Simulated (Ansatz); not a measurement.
# Ca on Ta(110): change of the work function

How does Ca on the hollow site change the work function of Ta(110) as the layer fills?

Program: Ansatz 0.2.0. Level of theory: plane-wave DFT, PBE, Ansatz PAW. Values are calculated unless marked as measured.

This is a report of a sequence of runs, with the program logs left out and the cost of each run kept.

## 1. Set-up

The cell holds 4 atoms: 4 Ta. Its edges and angles: a = 2.867 Å, b = 2.867 Å, c = 25.022 Å, α = 90.0°, β = 90.0°, γ = 70.5°. Vacuum lies along c.

## 2. The clean slab

The bare slab comes first, as the zero from which every change is counted. The two lowest layers are held at bulk places and the upper ones relax. The dipole correction removes the false field that a one-sided slab makes across the periodic vacuum, so each face gets a flat vacuum level of its own.

Input file input.yaml:

```yaml
crystal:
  lattice:
    - [2.3405234457, -1.655, 0.0]
    - [2.3405234457, 1.655, 0.0]
    - [0.0, 0.0, 25.0215703372]
  atoms:
    - { symbol: Ta, position: [0.0, 0.0, 0.3596896549] }
    - { symbol: Ta, position: [0.5, 0.5, 0.453229885] }
    - { symbol: Ta, position: [0.0, 0.0, 0.546770115] }
    - { symbol: Ta, position: [0.5, 0.5, 0.6403103451] }
kpoints:
  mp_grid: { grid: [12, 12, 1] }
hamiltonian:
  xc: pbe
scf:
  occupations: { method: fermi_dirac, width: 0.1 }
  convergence: { dr2_threshold: 1.0e-08 }
efield:
  axis: 3
  dipole_correction: true
  ramp_position: 0.97
  ramp_width: 0.06
relax:
  f_tol: 0.02
  max_steps: 60
  constraints: [{ sites: [0, 1] }]
output:
  write_potential: true
  write_density: true
  volumetric_format: npy
```

Started as:

```
> ansatz run input.yaml --threads 4 --pin off --max-ram 16384MiB --backend cpu --events-out ev --progress --plain --runs-dir out
```

Run time: 19 s. Hardware: 4 threads of Arm Neoverse V1, shared host; peak memory 0.57 GiB; 76 s of CPU time.

Step by step:

```csv
step,energy less that of the first step (eV),largest force component (eV/Å)
1,0.0000,0.4148
2,0.0216,0.7793
3,-0.0194,0.0178
```

Relaxation step 2 was tried and not accepted.

The run keeps the 4 symmetry operations that the program found, so distortions that break them were not tested.

The atoms that moved most (Å):

```
atom     dx     dy      dz  length
 Ta4  0.000  0.000  -0.089   0.089
```

This step gave:

| Property | Result |
| --- | --- |
| energy at zero smearing | -39726.6887 eV |
| work function, upper face | 4.767 eV |
| work function, lower face | 4.818 eV |
| dipole along the normal | 0.002172 e·Å |
| step between the vacuum levels | -0.05074 eV |

Running mean over 2.341 Å of the planar mean; the ramp of the sawtooth is left out. The electron's electrostatic potential energy less the Fermi level by z:

| z (Å) | electron's electrostatic potential energy less the Fermi level (eV) |
| --- | --- |
| 3.5 | 4.82 |
| 4.0 | 4.82 |
| 4.5 | 4.81 |
| 5.0 | 4.80 |
| 5.5 | 4.76 |
| 6.0 | 4.62 |
| 6.5 | 4.21 |
| 7.0 | 2.96 |
| 7.5 | -0.234 |
| 8.0 | -5.19 |
| 8.5 | -8.90 |
| 9.0 | -10.1 |
| 9.5 | -10.1 |
| 10.0 | -10.0 |
| 10.5 | -10.00 |
| 11.0 | -9.98 |
| 11.5 | -9.97 |
| 12.0 | -9.96 |
| 12.5 | -9.95 |
| 13.0 | -9.96 |
| 13.5 | -10.0 |
| 14.0 | -10.3 |
| 14.5 | -10.7 |
| 15.0 | -10.9 |
| 15.5 | -10.5 |
| 16.0 | -10.1 |
| 16.5 | -8.57 |
| 17.0 | -4.55 |
| 17.5 | 0.305 |
| 18.0 | 3.18 |
| 18.5 | 4.25 |
| 19.0 | 4.60 |
| 19.5 | 4.72 |
| 20.0 | 4.75 |
| 20.5 | 4.76 |
| 21.0 | 4.77 |
| 21.5 | 4.77 |

The relaxation took 3 steps and lowered the energy by 0.019 eV; the largest force on the free atoms ends at 0.018 eV/Å.

The work function of the upper face is 4.77 eV.

## 3. Adsorbate added, k-mesh 4×4×1, coverage 0.111 ML

System of this step: Ca/Ta(110). The cell holds 37 atoms: 36 Ta and 1 Ca. Its edges and angles: a = 8.600 Å, b = 8.600 Å, c = 28.121 Å, α = 90.0°, β = 90.0°, γ = 70.5°. Vacuum lies along c.

The clean slab as it ended is repeated in the plane and the adsorbate is set on one face; the cell's size fixes the coverage, and the k-mesh shrinks with it to keep the sampling density about even. Adsorbate and upper layers relax, since the dipole depends on the height.

Input file input.yaml:

```yaml
crystal:
  lattice:
    - [7.0215703371, -4.965, 0.0]
    - [7.0215703371, 4.965, 0.0]
    - [0.0, 0.0, 28.1214676618]
  atoms:
    - { symbol: Ta, position: [0.0, 0.0, 0.3200401952] }
    - { symbol: Ta, position: [0.1666666667, 0.1666666667, 0.4032692597] }
    - { symbol: Ta, position: [0.0, 0.0, 0.4865836048] }
    - { symbol: Ta, position: [0.1666666667, 0.1666666667, 0.5665706095] }
    - { symbol: Ta, position: [0.0, 0.3333333333, 0.3200401952] }
    - { symbol: Ta, position: [0.1666666667, 0.5, 0.4032692597] }
    - { symbol: Ta, position: [0.0, 0.3333333333, 0.4865836048] }
    - { symbol: Ta, position: [0.1666666667, 0.5, 0.5665706095] }
[... 25 atom lines left out ...]
    - { symbol: Ta, position: [0.8333333333, 0.8333333333, 0.4032692597] }
    - { symbol: Ta, position: [0.6666666667, 0.6666666667, 0.4865836048] }
    - { symbol: Ta, position: [0.8333333333, 0.8333333333, 0.5665706095] }
    - { symbol: Ca, position: [0.28, 0.28, 0.6799598048] }
kpoints:
  mp_grid: { grid: [4, 4, 1] }
hamiltonian:
  xc: pbe
scf:
  occupations: { method: fermi_dirac, width: 0.1 }
  convergence: { dr2_threshold: 1.0e-08 }
efield:
  axis: 3
  dipole_correction: true
  ramp_position: 0.97
  ramp_width: 0.06
relax:
  f_tol: 0.02
  max_steps: 60
  constraints:
    - { sites: [0, 1, 4, 5, 8, 9, 12, 13, 16, 17, 20, 21, 24, 25, 28, 29, 32, 33] }
output:
  write_potential: true
  write_density: true
  volumetric_format: npy
```

The job ended after 28 min (4 threads; peak memory 10 GiB).

The steps of the relaxation:

```csv
step,energy less that of the first step (eV),largest force component (eV/Å)
1,0.0000,1.4375
2,-0.2920,1.1587
3,-0.4761,0.4569
4,-0.5159,0.1875
5,-0.5306,0.0505
6,-0.5389,0.0458
7,-0.5442,0.0223
8,-0.5452,0.0221
9,-0.5453,0.0150
```

The run keeps the 2 symmetry operations that the program found, so distortions that break them were not tested.

The atoms that moved most (Å):

```csv
atom,dx,dy,dz,length
Ca37,0.762,0.000,-0.562,0.947
Ta32,0.008,-0.012,0.046,0.048
Ta24,0.008,0.012,0.046,0.048
Ta12,-0.009,-0.013,0.044,0.047
Ta28,-0.009,0.013,0.044,0.047
Ta4,-0.012,0.000,0.030,0.033
Ta8,-0.001,0.008,-0.031,0.032
Ta16,-0.001,-0.008,-0.031,0.032
```

The relaxed structure:

```cif
data_structure
_symmetry_space_group_name_H-M 'P 1'
_symmetry_Int_Tables_number 1
_cell_length_a 8.5996
_cell_length_b 8.5996
_cell_length_c 28.1215
_cell_angle_alpha 90.000
_cell_angle_beta 90.000
_cell_angle_gamma 70.529
_cell_volume 1960.75
loop_
_atom_site_label
_atom_site_type_symbol
_atom_site_fract_x
_atom_site_fract_y
_atom_site_fract_z
_atom_site_occupancy
Ta1 Ta 0.00000 0.00000 0.32004 1
Ta2 Ta 0.16667 0.16667 0.40327 1
Ta3 Ta 0.99990 0.99990 0.48686 1
Ta4 Ta 0.16580 0.16580 0.56765 1
Ta5 Ta 0.00000 0.33333 0.32004 1
Ta6 Ta 0.16667 0.50000 0.40327 1
Ta7 Ta 0.99902 0.33314 0.48675 1
Ta8 Ta 0.16583 0.50072 0.56546 1
Ta9 Ta 0.00000 0.66667 0.32004 1
Ta10 Ta 0.16667 0.83333 0.40327 1
Ta11 Ta 0.99831 0.66817 0.48595 1
Ta12 Ta 0.16733 0.83137 0.56815 1
Ta13 Ta 0.33333 0.00000 0.32004 1
Ta14 Ta 0.50000 0.16667 0.40327 1
Ta15 Ta 0.33314 0.99902 0.48675 1
Ta16 Ta 0.50072 0.16583 0.56546 1
Ta17 Ta 0.33333 0.33333 0.32004 1
Ta18 Ta 0.50000 0.50000 0.40327 1
Ta19 Ta 0.33307 0.33307 0.48606 1
Ta20 Ta 0.50080 0.50080 0.56759 1
Ta21 Ta 0.33333 0.66667 0.32004 1
Ta22 Ta 0.50000 0.83333 0.40327 1
Ta23 Ta 0.33331 0.66712 0.48671 1
Ta24 Ta 0.49932 0.83517 0.56820 1
Ta25 Ta 0.66667 0.00000 0.32004 1
Ta26 Ta 0.83333 0.16667 0.40327 1
Ta27 Ta 0.66817 0.99831 0.48595 1
Ta28 Ta 0.83137 0.16733 0.56815 1
Ta29 Ta 0.66667 0.33333 0.32004 1
Ta30 Ta 0.83333 0.50000 0.40327 1
Ta31 Ta 0.66712 0.33331 0.48671 1
Ta32 Ta 0.83517 0.49932 0.56820 1
Ta33 Ta 0.66667 0.66667 0.32004 1
Ta34 Ta 0.83333 0.83333 0.40327 1
Ta35 Ta 0.66656 0.66656 0.48690 1
Ta36 Ta 0.83333 0.83333 0.56735 1
Ca37 Ca 0.33423 0.33423 0.65996 1
```

Numbers from this step:

| Property | Result |
| --- | --- |
| energy at zero smearing | -359358.0992 eV |
| work function, upper face | 2.760 eV |
| work function, lower face | 4.792 eV |
| dipole along the normal | 0.7828 e·Å |
| step between the vacuum levels | -2.032 eV |

Running mean over 2.341 Å of the planar mean; the ramp of the sawtooth is left out. Table of electron's electrostatic potential energy less the Fermi level by z:

z (Å), electron's electrostatic potential energy less the Fermi level (eV) and a bar from the least value:
```
        4        4.8 ##############################
        5        4.8 ##############################
        6        4.6 ##############################
        7        2.9 ##########################
        8       -5.2 ###########
        9      -10.1 #
       10      -10.0 #
       11      -10.0 #
       12      -10.0 #
       13      -10.0 #
       14      -10.2 #
       15      -10.6 
       16      -10.1 #
       17       -5.2 ###########
       18        1.4 #######################
       19        2.0 #########################
       20        2.4 #########################
       21        2.7 ##########################
       22        2.8 ##########################
       23        2.8 ##########################
       24        2.8 ##########################
       25        2.8 ##########################
```

The relaxation took 9 steps and lowered the energy by 0.55 eV; the largest force on the free atoms ends at 0.015 eV/Å.

The covered face has 2.76 eV, -2.01 eV against the clean one; the bare back face has moved by -0.03 eV, a measure of how thin the slab is.

## 4. Adsorbate added, k-mesh 6×6×1, coverage 0.25 ML

System of this step: Ca/Ta(110). The cell holds 17 atoms: 16 Ta and 1 Ca. Its edges and angles: a = 5.733 Å, b = 5.733 Å, c = 28.121 Å, α = 90.0°, β = 90.0°, γ = 70.5°. Vacuum lies along c.

Another coverage, to see how the dipoles act on each other as their distance changes.

Input file input.yaml:

```yaml
crystal:
  lattice:
    - [4.6810468914, -3.31, 0.0]
    - [4.6810468914, 3.31, 0.0]
    - [0.0, 0.0, 28.1214676618]
  atoms:
    - { symbol: Ta, position: [0.0, 0.0, 0.3200401952] }
    - { symbol: Ta, position: [0.25, 0.25, 0.4032692597] }
    - { symbol: Ta, position: [0.0, 0.0, 0.4865836048] }
    - { symbol: Ta, position: [0.25, 0.25, 0.5665706095] }
    - { symbol: Ta, position: [0.0, 0.5, 0.3200401952] }
    - { symbol: Ta, position: [0.25, 0.75, 0.4032692597] }
    - { symbol: Ta, position: [0.0, 0.5, 0.4865836048] }
    - { symbol: Ta, position: [0.25, 0.75, 0.5665706095] }
    - { symbol: Ta, position: [0.5, 0.0, 0.3200401952] }
    - { symbol: Ta, position: [0.75, 0.25, 0.4032692597] }
    - { symbol: Ta, position: [0.5, 0.0, 0.4865836048] }
    - { symbol: Ta, position: [0.75, 0.25, 0.5665706095] }
    - { symbol: Ta, position: [0.5, 0.5, 0.3200401952] }
    - { symbol: Ta, position: [0.75, 0.75, 0.4032692597] }
    - { symbol: Ta, position: [0.5, 0.5, 0.4865836048] }
    - { symbol: Ta, position: [0.75, 0.75, 0.5665706095] }
    - { symbol: Ca, position: [0.42, 0.42, 0.6799598048] }
kpoints:
  mp_grid: { grid: [6, 6, 1] }
hamiltonian:
  xc: pbe
scf:
  occupations: { method: fermi_dirac, width: 0.1 }
  convergence: { dr2_threshold: 1.0e-08 }
efield:
  axis: 3
  dipole_correction: true
  ramp_position: 0.97
  ramp_width: 0.06
relax:
  f_tol: 0.02
  max_steps: 60
  constraints: [{ sites: [0, 1, 4, 5, 8, 9, 12, 13] }]
output:
  dos: { projected: true, e_range: [-8, 4] }
  write_potential: true
  write_density: true
  volumetric_format: npy
  elf: true
```

The job ended after 9 min (4 threads; peak memory 3.1 GiB).

The steps of the relaxation:

```
step  energy less that of the first step (eV)  largest force component (eV/Å)
   1                                   0.0000                          1.1823
   2                                  -0.2140                          1.0095
   3                                  -0.3971                          0.4178
   4                                  -0.4395                          0.0929
   5                                  -0.4456                          0.0483
   6                                  -0.4549                          0.0351
   7                                  -0.4608                          0.0304
   8                                  -0.4620                          0.0477
   9                                  -0.4602                          0.1026
  10                                  -0.4624                          0.0013
```

Relaxation step 9 was tried and not accepted.

The run keeps the 2 symmetry operations that the program found, so distortions that break them were not tested.

The atoms that moved most (Å):

| atom | dx | dy | dz | length |
| --- | --- | --- | --- | --- |
| Ca17 | 0.758 | 0.000 | -0.540 | 0.931 |
| Ta4 | 0.025 | 0.000 | 0.083 | 0.087 |
| Ta16 | -0.023 | 0.000 | 0.081 | 0.085 |
| Ta3 | 0.000 | 0.000 | -0.023 | 0.023 |
| Ta8 | 0.001 | 0.021 | -0.003 | 0.021 |
| Ta12 | 0.001 | -0.021 | -0.003 | 0.021 |
| Ta7 | 0.000 | 0.000 | 0.015 | 0.015 |
| Ta11 | 0.000 | 0.000 | 0.015 | 0.015 |

Final coordinates:

```cif
data_structure
_symmetry_space_group_name_H-M 'P 1'
_symmetry_Int_Tables_number 1
_cell_length_a 5.7331
_cell_length_b 5.7331
_cell_length_c 28.1215
_cell_angle_alpha 90.000
_cell_angle_beta 90.000
_cell_angle_gamma 70.529
_cell_volume 871.44
loop_
_atom_site_label
_atom_site_type_symbol
_atom_site_fract_x
_atom_site_fract_y
_atom_site_fract_z
_atom_site_occupancy
Ta1 Ta 0.00000 0.00000 0.32004 1
Ta2 Ta 0.25000 0.25000 0.40327 1
Ta3 Ta 0.00004 0.00004 0.48577 1
Ta4 Ta 0.25266 0.25266 0.56952 1
Ta5 Ta 0.00000 0.50000 0.32004 1
Ta6 Ta 0.25000 0.75000 0.40327 1
Ta7 Ta 0.00007 0.50000 0.48713 1
Ta8 Ta 0.24693 0.75324 0.56646 1
Ta9 Ta 0.50000 0.00000 0.32004 1
Ta10 Ta 0.75000 0.25000 0.40327 1
Ta11 Ta 0.50000 0.00007 0.48713 1
Ta12 Ta 0.75324 0.24693 0.56646 1
Ta13 Ta 0.50000 0.50000 0.32004 1
Ta14 Ta 0.75000 0.75000 0.40327 1
Ta15 Ta 0.50004 0.50004 0.48639 1
Ta16 Ta 0.74751 0.74751 0.56947 1
Ca17 Ca 0.50097 0.50097 0.66076 1
```

This step gave:

* energy at zero smearing: -160724.3951 eV
* work function, upper face: 1.984 eV
* work function, lower face: 4.772 eV
* dipole along the normal: 0.4776 e·Å
* step between the vacuum levels: -2.789 eV

Running mean over 2.341 Å of the planar mean; the ramp of the sawtooth is left out. The electron's electrostatic potential energy less the Fermi level by z:

z (Å), electron's electrostatic potential energy less the Fermi level (eV) and a bar from the least value:
```
        4        4.8 ##############################
        5        4.8 ##############################
        6        4.6 ##############################
        7        2.9 ##########################
        8       -5.2 ##########
        9      -10.1 #
       10      -10.0 #
       11      -10.0 #
       12      -10.0 #
       13      -10.0 #
       14      -10.2 #
       15      -10.5 
       16      -10.1 #
       17       -5.8 #########
       18       -0.5 ####################
       19       -0.4 ####################
       20        0.8 ######################
       21        1.7 ########################
       22        1.9 ########################
       23        2.0 #########################
       24        2.0 #########################
       25        2.0 #########################
```

[end of part 1 of 2]

[Long decimals in the printed logs are rounded to 6 places.]

[Logs are printed without paths, hosts, clocks, repeated set-up lines and the standing remarks that a program may print on its own settings, such as how far it seeks lower states.]

[Hosts, paths, dates, database ids (printed as entryN), source tags and the programs' standing remarks are cut or masked in the printed files.]

[Maps of the electrostatic potential energy from Ansatz leave out the sawtooth potential of an applied field or a dipole correction, so their vacuum need not be flat; planar profiles and work functions include it.]
